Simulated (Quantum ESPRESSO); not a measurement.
## AlNi: parallel and opposed starts

Does AlNi prefer parallel or opposed moments, or none?

Main program and level: Quantum ESPRESSO 7.5; PBE; plane waves with GBRV 1.5 PBE potentials, no spin-orbit coupling.

The database entry behind the starting cell differs from later determinations by our own check (about 0.2 % short), so it need not match the best structure at ambient conditions.

## Step 1: The structure

It takes space group Pm-3m (No. 221, cubic). Conventional cell: a = 2.881 Å, b = 2.881 Å, c = 2.881 Å, α = 90.00°, β = 90.00°, γ = 90.00°. Nearest to Al lie 8 Ni at 2.50 Å. Nearest to Ni lie 8 Al at 2.50 Å. Farther neighbours are not listed.

The cell comes from the Crystallography Open Database.

## Step 2: Run 1, typed as ferro +

The signs are those of the starting moments on the seeded atoms, the atoms that are given a moment.

ASE passes magmoms on as starting_magnetization. pw.x reads values of 1 or more as Bohr magnetons; where all are smaller, it reads them as fractions of the valence charge.

pw.py reads:

```python
from ase import Atoms
from ase.calculators.espresso import Espresso, EspressoProfile

atoms = Atoms(['Al', 'Ni'],
    cell=[[2.881, 0.0, 0.0],
         [0.0, 2.881, 0.0],
         [0.0, 0.0, 2.881]],
    scaled_positions=[[0.0, 0.0, 0.0],
         [0.5, 0.5, 0.5]],
    pbc=True,
    magmoms=[0.0, 1.0])
input_data = {
    'control': {'calculation': 'scf', 'prefix': 'pwscf', 'outdir': './tmp', 'disk_io': 'nowf'},
    'system': {'ecutwfc': 40.0, 'ecutrho': 280.0, 'nbnd': 18, 'occupations': 'smearing', 'smearing': 'fd', 'degauss': 0.00734986, 'nspin': 2},
    'electrons': {'conv_thr': 4e-09, 'electron_maxstep': 150, 'mixing_beta': 0.3},
}
atoms.calc = Espresso(
    profile=EspressoProfile(command='mpirun -n 2 pw.x -nk 2', pseudo_dir='pseudo'),
    pseudopotentials={'Al': 'al_pbe_v1.uspp.F.UPF', 'Ni': 'ni_pbe_v1.4.uspp.F.UPF'},
    input_data=input_data,
    kpts=(10, 10, 10),
    koffset=(0, 0, 0))
energy = atoms.get_potential_energy(force_consistent=True)
print(f'free energy: {energy:.6f} eV')
print('site moments (muB):', atoms.get_magnetic_moments().round(3))
```

The run is started by

```sh
$ OMP_NUM_THREADS=1 python3 pw.py > pw.log
```

The program printed:

```text
free energy: -4763.076687 eV
site moments (muB): [ 0. -0.]

--- espresso.pwo ---
Program PWSCF v.7.5 starts

Warning: card &CELL ignored
Warning: card &FCP ignored
Warning: card &RISM ignored

     Message from routine setup:
     using ibrav=0 with symmetry is DISCOURAGED, use correct ibrav instead

     K-points division:     npool     =       2
     Subspace diagonalization in iterative solution of the eigenvalue problem:

     G-vector sticks info
     --------------------
     sticks:   dense  smooth     PW     G-vecs:    dense   smooth      PW
     Sum         665     373    129                12893     5497    1045

     Using Slab Decomposition

     bravais-lattice index     =            0
     lattice parameter (alat)  =       5.4443  a.u.
     unit-cell volume          =     161.3713 (a.u.)^3
     number of atoms/cell      =            2
     number of atomic types    =            2
     number of electrons       =        21.00
     number of Kohn-Sham states=           18
     kinetic-energy cutoff     =      40.0000  Ry
     charge density cutoff     =     280.0000  Ry
     scf convergence threshold =      4.0E-09
     mixing beta               =       0.3000
     number of iterations used =            8  plain     mixing
     Exchange-correlation=  SLA  PW   PBX  PBC
                           (   1   4   3   4   0   0   0)

     celldm(1)=   5.444301  celldm(2)=   0.000000  celldm(3)=   0.000000
     celldm(4)=   0.000000  celldm(5)=   0.000000  celldm(6)=   0.000000

     crystal axes: (cart. coord. in units of alat)
               a(1) = (   1.000000   0.000000   0.000000 )
               a(2) = (   0.000000   1.000000   0.000000 )
               a(3) = (   0.000000   0.000000   1.000000 )

     reciprocal axes: (cart. coord. in units 2 pi/alat)
               b(1) = (  1.000000  0.000000  0.000000 )
               b(2) = (  0.000000  1.000000  0.000000 )
               b(3) = (  0.000000  0.000000  1.000000 )

     PseudoPot. # 1 for Al read from file:
     al_pbe_v1.uspp.F.UPF
     Pseudo is Ultrasoft + core correction, Zval =  3.0
     Generated by new atomic code, or converted to UPF format
     Using radial grid of  893 points,  3 beta functions with:
                l(1) =   0
                l(2) =   1
                l(3) =   2
     Q(r) pseudized with  8 coefficients,  rinner =    0.900   0.900   0.900
                                                       0.900   0.900

     PseudoPot. # 2 for Ni read from file:
     ni_pbe_v1.4.uspp.F.UPF
     Pseudo is Ultrasoft + core correction, Zval = 18.0
     Generated by new atomic code, or converted to UPF format
     Using radial grid of  865 points,  6 beta functions with:
                l(1) =   0
                l(2) =   0
                l(3) =   1
                l(4) =   1
                l(5) =   2
                l(6) =   2
     Q(r) pseudized with 10 coefficients,  rinner =    0.980   0.980   0.980
                                                       0.980   0.980

     atomic species   valence    mass     pseudopotential
     Al                3.00    26.98154     Al( 1.00)
     Ni               18.00    58.69340     Ni( 1.00)

     Starting magnetic structure
     atomic species   magnetization
     Al              0.000
     Ni              0.056

     48 Sym. Ops., with inversion, found

   Cartesian axes

     site n.     atom                  positions (alat units)
         1        Al     tau(   1) = (   0.0000000   0.0000000   0.0000000  )
         2        Ni     tau(   2) = (   0.5000000   0.5000000   0.5000000  )

     number of k points=    56  Fermi-Dirac smearing, width (Ry)=  0.0073
                       cart. coord. in units 2pi/alat
        k(    1) = (   0.0000000   0.0000000   0.0000000), wk =   0.0010000
        k(    2) = (   0.0000000   0.0000000   0.1000000), wk =   0.0060000
        k(    3) = (   0.0000000   0.0000000   0.2000000), wk =   0.0060000
        k(    4) = (   0.0000000   0.0000000   0.3000000), wk =   0.0060000
        k(    5) = (   0.0000000   0.0000000   0.4000000), wk =   0.0060000
        [... 51 further k-points ...]

     Dense  grid:    12893 G-vectors     FFT dimensions: (  30,  30,  30)

     Smooth grid:     5497 G-vectors     FFT dimensions: (  24,  24,  24)

     Check: negative core charge=   -0.000008
     Generating pointlists ...
     new r_m :   0.3572 (alat units)  1.9449 (a.u.) for type    1
     new r_m :   0.3572 (alat units)  1.9449 (a.u.) for type    2

     Initial potential from superposition of free atoms

     starting charge      18.9975, renormalised to      21.0000
     Starting wfcs are   17 randomized atomic wfcs +    1 random wfcs

     Self-consistent Calculation

     iteration #  1     ecut=    40.00 Ry     beta= 0.30
     Davidson diagonalization with overlap
     ethr =  1.00E-02,  avg # of iterations =  5.4

     total energy              =    -334.59516381 Ry
     estimated scf accuracy    <      54.61868798 Ry

     total magnetization       =     0.03 Bohr mag/cell
     absolute magnetization    =     0.07 Bohr mag/cell

     iteration #  2     ecut=    40.00 Ry     beta= 0.30
     Davidson diagonalization with overlap
     ethr =  1.00E-02,  avg # of iterations =  3.0

     total energy              =    -349.65565559 Ry
     estimated scf accuracy    <      12.48862261 Ry

     total magnetization       =     0.02 Bohr mag/cell
     absolute magnetization    =     0.04 Bohr mag/cell

     iteration #  3     ecut=    40.00 Ry     beta= 0.30
     Davidson diagonalization with overlap
     ethr =  1.00E-02,  avg # of iterations =  2.0

     total energy              =    -350.15590903 Ry
     estimated scf accuracy    <       1.97155427 Ry

     total magnetization       =     0.03 Bohr mag/cell
     absolute magnetization    =     0.09 Bohr mag/cell

     [... further iterations left out ...]

     iteration # 22     ecut=    40.00 Ry     beta= 0.30
     Davidson diagonalization with overlap
     ethr =  8.32E-08,  avg # of iterations =  1.5

     total energy              =    -350.07970854 Ry
     estimated scf accuracy    <       0.00000627 Ry

     total magnetization       =     0.00 Bohr mag/cell
     absolute magnetization    =     0.00 Bohr mag/cell

     iteration # 23     ecut=    40.00 Ry     beta= 0.30
     Davidson diagonalization with overlap
     ethr =  2.99E-08,  avg # of iterations =  2.0

     total energy              =    -350.07970985 Ry
     estimated scf accuracy    <       0.00000202 Ry

     total magnetization       =     0.00 Bohr mag/cell
     absolute magnetization    =     0.00 Bohr mag/cell

     iteration # 24     ecut=    40.00 Ry     beta= 0.30
     Davidson diagonalization with overlap
     ethr =  9.63E-09,  avg # of iterations =  1.0

     total energy              =    -350.07971004 Ry
     estimated scf accuracy    <       0.00000004 Ry

     total magnetization       =     0.00 Bohr mag/cell
     absolute magnetization    =     0.00 Bohr mag/cell

     iteration # 25     ecut=    40.00 Ry     beta= 0.30
     Davidson diagonalization with overlap
     ethr =  1.72E-10,  avg # of iterations =  2.0

     Magnetic moment per site  (integrated on atomic sphere of radius R)
     atom   1 (R=0.357)  charge=  1.2417  magn=  0.0000
     atom   2 (R=0.357)  charge= 16.8190  magn= -0.0000

     End of self-consistent calculation

     Number of k-points >= 100: set verbosity='high' to print the bands.

     the Fermi energy is    13.8378 ev

!    total energy              =    -350.07971006 Ry
     estimated scf accuracy    <          2.4E-09 Ry
     smearing contrib. (-TS)   =      -0.00183433 Ry
     internal energy E=F+TS    =    -350.07787573 Ry

     The total energy is F=E-TS. E is the sum of the following terms:
     one-electron contribution =    -263.23132083 Ry
     hartree contribution      =     142.63073449 Ry
     xc contribution           =     -40.02612715 Ry
     ewald contribution        =    -189.45116224 Ry

     total magnetization       =     0.00 Bohr mag/cell
     absolute magnetization    =     0.00 Bohr mag/cell

     convergence has been achieved in  25 iterations

=------------------------------------------------------------------------------=
   JOB DONE.
=------------------------------------------------------------------------------=
```

Wall time 20 s (2 MPI ranks of Arm Neoverse V2, shared host); peak memory 0.25 GiB; 39 s of CPU time.

The spin moment in the atom's sphere vanishes on all atoms.

Read from the output:

* smearing term TS: 0.02496 eV
* magnetization: 0 μB
* absolute magnetization: 0 μB
* final state: non-magnetic

## Step 3: Run 2 (antiferro q=(1/2,1/2,1/2) +−)

This order needs a doubled cell of 4 atoms. The wavevector q is in fractions of the reciprocal vectors of the crystal's primitive cell, as the cells of these inputs are built from it; moments change sign between cells as cos(2π q·R).

pw.py reads:

```python
from ase import Atoms
from ase.calculators.espresso import Espresso, EspressoProfile

atoms = Atoms(['Al', 'Al', 'Ni', 'Ni'],
    cell=[[5.762, 0.0, 0.0],
         [2.881, 2.881, 0.0],
         [2.881, 0.0, 2.881]],
    scaled_positions=[[0.0, 0.0, 0.0],
         [0.5, 0.0, 0.0],
         [0.75, 0.5, 0.5],
         [0.25, 0.5, 0.5]],
    pbc=True,
    magmoms=[0.0, 0.0, 1.0, -1.0])
input_data = {
    'control': {'calculation': 'scf', 'prefix': 'pwscf', 'outdir': './tmp', 'disk_io': 'nowf'},
    'system': {'ecutwfc': 40.0, 'ecutrho': 280.0, 'nbnd': 30, 'occupations': 'smearing', 'smearing': 'fd', 'degauss': 0.00734986, 'nspin': 2},
    'electrons': {'conv_thr': 8e-09, 'electron_maxstep': 150, 'mixing_beta': 0.3},
}
atoms.calc = Espresso(
    profile=EspressoProfile(command='mpirun -n 2 pw.x -nk 2', pseudo_dir='pseudo'),
    pseudopotentials={'Al': 'al_pbe_v1.uspp.F.UPF', 'Ni': 'ni_pbe_v1.4.uspp.F.UPF'},
    input_data=input_data,
    kpts=(5, 10, 10),
    koffset=(0, 0, 0))
energy = atoms.get_potential_energy(force_consistent=True)
print(f'free energy: {energy:.6f} eV')
print('site moments (muB):', atoms.get_magnetic_moments().round(3))
```

The run is started by

```sh
$ OMP_NUM_THREADS=1 python3 pw.py > pw.log
```

The program printed:

```text
[banner, memory and clock lines left out]
free energy: -9526.153373 eV
site moments (muB): [ 0.  0. -0.  0.]

--- espresso.pwo ---
Program PWSCF v.7.5 starts

Warning: card &CELL ignored
Warning: card &FCP ignored
Warning: card &RISM ignored

     Message from routine setup:
     using ibrav=0 with symmetry is DISCOURAGED, use correct ibrav instead

     bravais-lattice index     =            0
     lattice parameter (alat)  =      10.8886  a.u.
     unit-cell volume          =     322.7427 (a.u.)^3
     number of atoms/cell      =            4
     number of atomic types    =            3
     number of electrons       =        42.00
     number of Kohn-Sham states=           30
     kinetic-energy cutoff     =      40.0000  Ry
     charge density cutoff     =     280.0000  Ry
     scf convergence threshold =      8.0E-09
     mixing beta               =       0.3000
     number of iterations used =            8  plain     mixing
     Exchange-correlation=  SLA  PW   PBX  PBC
                           (   1   4   3   4   0   0   0)

     celldm(1)=  10.888602  celldm(2)=   0.000000  celldm(3)=   0.000000
     celldm(4)=   0.000000  celldm(5)=   0.000000  celldm(6)=   0.000000

     crystal axes: (cart. coord. in units of alat)
               a(1) = (   1.000000   0.000000   0.000000 )
               a(2) = (   0.500000   0.500000   0.000000 )
               a(3) = (   0.500000   0.000000   0.500000 )

     reciprocal axes: (cart. coord. in units 2 pi/alat)
               b(1) = (  1.000000 -1.000000 -1.000000 )
               b(2) = (  0.000000  2.000000  0.000000 )
               b(3) = (  0.000000  0.000000  2.000000 )

     PseudoPot. # 1 for Al read from file:
     al_pbe_v1.uspp.F.UPF
     Pseudo is Ultrasoft + core correction, Zval =  3.0

     PseudoPot. # 2 for Ni read from file:
     ni_pbe_v1.4.uspp.F.UPF
     Pseudo is Ultrasoft + core correction, Zval = 18.0

     PseudoPot. # 3 for Ni read from file:
     ni_pbe_v1.4.uspp.F.UPF
     Pseudo is Ultrasoft + core correction, Zval = 18.0

     atomic species   valence    mass     pseudopotential
     Al                3.00    26.98154     Al( 1.00)
     Ni               18.00    58.69340     Ni( 1.00)
     Ni1              18.00    58.69340     Ni( 1.00)

     Starting magnetic structure
     atomic species   magnetization
     Al              0.000
     Ni              0.056
     Ni1            -0.056

     48 Sym. Ops., with inversion, found (24 have fractional translation)

   Cartesian axes

     site n.     atom                  positions (alat units)
         1        Al     tau(   1) = (   0.0000000   0.0000000   0.0000000  )
         2        Al     tau(   2) = (   0.5000000   0.0000000   0.0000000  )
         3        Ni     tau(   3) = (   1.2500000   0.2500000   0.2500000  )
         4        Ni1    tau(   4) = (   0.7500000   0.2500000   0.2500000  )

     number of k points=    28  Fermi-Dirac smearing, width (Ry)=  0.0073
                       cart. coord. in units 2pi/alat
        k(    1) = (   0.0000000   0.0000000   0.0000000), wk =   0.0020000
        k(    2) = (   0.0000000   0.0000000   0.2000000), wk =   0.0120000
        k(    3) = (   0.0000000   0.0000000   0.4000000), wk =   0.0120000
        k(    4) = (   0.0000000   0.0000000   0.6000000), wk =   0.0120000
        k(    5) = (   0.0000000   0.0000000   0.8000000), wk =   0.0120000
        [... 23 further k-points ...]

     Dense  grid:    25605 G-vectors     FFT dimensions: (  60,  45,  45)

     Smooth grid:    11017 G-vectors     FFT dimensions: (  48,  32,  32)

     Check: negative core charge=   -0.000007
     Generating pointlists ...
     new r_m :   0.1786 (alat units)  1.9449 (a.u.) for type    1
     new r_m :   0.1786 (alat units)  1.9449 (a.u.) for type    2
     new r_m :   0.1786 (alat units)  1.9449 (a.u.) for type    3

     Initial potential from superposition of free atoms

     starting charge      37.9951, renormalised to      42.0000
     Starting wfcs are   34 randomized atomic wfcs

     Self-consistent Calculation

     iteration #  1     ecut=    40.00 Ry     beta= 0.30
     Davidson diagonalization with overlap
     ethr =  1.00E-02,  avg # of iterations =  7.2

     total energy              =    -669.18047444 Ry
     estimated scf accuracy    <     109.25431771 Ry

     total magnetization       =     0.00 Bohr mag/cell
     absolute magnetization    =     0.17 Bohr mag/cell

     iteration #  2     ecut=    40.00 Ry     beta= 0.30
     Davidson diagonalization with overlap
     ethr =  1.00E-02,  avg # of iterations =  3.1

     total energy              =    -699.31093147 Ry
     estimated scf accuracy    <      24.97422343 Ry

     total magnetization       =    -0.00 Bohr mag/cell
     absolute magnetization    =     0.08 Bohr mag/cell

     [... further iterations left out ...]

     iteration # 25     ecut=    40.00 Ry     beta= 0.30
     Davidson diagonalization with overlap
     ethr =  2.00E-10,  avg # of iterations =  2.0

     total energy              =    -700.15942007 Ry
     estimated scf accuracy    <       0.00000002 Ry

     total magnetization       =    -0.00 Bohr mag/cell
     absolute magnetization    =     0.00 Bohr mag/cell

     iteration # 26     ecut=    40.00 Ry     beta= 0.30
     Davidson diagonalization with overlap
     ethr =  4.72E-11,  avg # of iterations =  1.1

     Magnetic moment per site  (integrated on atomic sphere of radius R)
     atom   1 (R=0.179)  charge=  1.2416  magn=  0.0000
     atom   2 (R=0.179)  charge=  1.2416  magn=  0.0000
     atom   3 (R=0.179)  charge= 16.8193  magn= -0.0001
     atom   4 (R=0.179)  charge= 16.8194  magn=  0.0001

     End of self-consistent calculation

     [... lines left out ...]
     the Fermi energy is    13.8379 ev

!    total energy              =    -700.15942007 Ry
     estimated scf accuracy    <          5.8E-09 Ry
     smearing contrib. (-TS)   =      -0.00366865 Ry
     internal energy E=F+TS    =    -700.15575143 Ry

     The total energy is F=E-TS. E is the sum of the following terms:
     one-electron contribution =    -526.46256094 Ry
     hartree contribution      =     285.26137286 Ry
     xc contribution           =     -80.05223887 Ry
     ewald contribution        =    -378.90232449 Ry

     total magnetization       =    -0.00 Bohr mag/cell
     absolute magnetization    =     0.00 Bohr mag/cell

     convergence has been achieved in  26 iterations
```

Wall time 52 s (2 MPI ranks); peak memory 0.35 GiB; 1.7 min of CPU time.

Spin moment in the atom's sphere by atom:

| atom | spin moment in the atom's sphere (μB) |
| --- | --- |
| Al1 | 0.0000 |
| Al2 | 0.0000 |
| Ni3 | -0.0001 |
| Ni4 | 0.0001 |

This step gave:

* smearing term TS: 0.04991 eV
* magnetization: 0 μB
* absolute magnetization: 0 μB
* final state: non-magnetic

## Step 4: Start 3: antiferro q=(0,1/2,1/2) +−

The cell is doubled to 4 atoms to hold this order.

Changes to pw.py since step 3:

```diff
@@ -4,9 +4,9 @@
 atoms = Atoms(['Al', 'Al', 'Ni', 'Ni'],
-    cell=[[5.762, 0.0, 0.0],
-         [2.881, 2.881, 0.0],
-         [2.881, 0.0, 2.881]],
+    cell=[[2.881, 0.0, 0.0],
+         [0.0, 5.762, 0.0],
+         [0.0, 2.881, 2.881]],
     scaled_positions=[[0.0, 0.0, 0.0],
-         [0.5, 0.0, 0.0],
-         [0.75, 0.5, 0.5],
-         [0.25, 0.5, 0.5]],
+         [0.0, 0.5, 0.0],
+         [0.5, 0.0, 0.5],
+         [0.5, 0.5, 0.5]],
     pbc=True,
@@ -22,3 +22,3 @@
     input_data=input_data,
-    kpts=(5, 10, 10),
+    kpts=(10, 5, 10),
     koffset=(0, 0, 0))
```

The run is started by

```sh
$ OMP_NUM_THREADS=1 python3 pw.py > pw.log
```

The program printed:

```text
     [... lines left out ...]
free energy: -9526.153374 eV
site moments (muB): [ 0.  0. -0.  0.]
--- espresso.pwo ---
Program PWSCF v.7.5 starts
     [... lines left out ...]
     number of atoms/cell      =            4
     [... lines left out ...]
     number of electrons       =        42.00
     number of Kohn-Sham states=           30
     kinetic-energy cutoff     =      40.0000  Ry
     charge density cutoff     =     280.0000  Ry
     scf convergence threshold =      8.0E-09
     [... lines left out ...]
     16 Sym. Ops., with inversion, found ( 8 have fractional translation)
     [... lines left out ...]
     number of k points=    72  Fermi-Dirac smearing, width (Ry)=  0.0073
     [... lines left out ...]
     iteration # 21     ecut=    40.00 Ry     beta= 0.30
     [... lines left out ...]
     Magnetic moment per site  (integrated on atomic sphere of radius R)
     atom   1 (R=0.357)  charge=  1.2415  magn=  0.0000
     atom   2 (R=0.357)  charge=  1.2415  magn=  0.0000
     atom   3 (R=0.357)  charge= 16.8193  magn= -0.0000
     atom   4 (R=0.357)  charge= 16.8193  magn=  0.0000
     [... lines left out ...]
     the Fermi energy is    13.8379 ev
!    total energy              =    -700.15942014 Ry
     estimated scf accuracy    <          2.9E-10 Ry
     smearing contrib. (-TS)   =      -0.00366877 Ry
     [... lines left out ...]
     total magnetization       =     0.00 Bohr mag/cell
     absolute magnetization    =     0.00 Bohr mag/cell
     convergence has been achieved in  21 iterations
```

Wall time 91 s (2 MPI ranks); peak memory 0.39 GiB; 3 min of CPU time.

The spin moment in the atom's sphere vanishes on all atoms.

Numbers from this step:

```yaml
smearing_term_ts: 0.04992 eV
magnetization: 0 μB
absolute_magnetization: 0 μB
final_state: non-magnetic
```

(Part 1 of 2 ends here.)

[Logs and program files are shortened in this print: banners, set-up blocks, solver, clock and traceback lines can be left out without a mark of their own.]

[Logs are printed without paths, hosts, clocks, repeated set-up lines and the standing remarks that a program may print on its own settings, such as how far it seeks lower states.]

[Hosts, paths, dates, database ids (printed as entryN), source tags and the programs' standing remarks are cut or masked in the printed files.]

[Where a cell is said to come from a database of computed structures, the database is the Materials Project.]
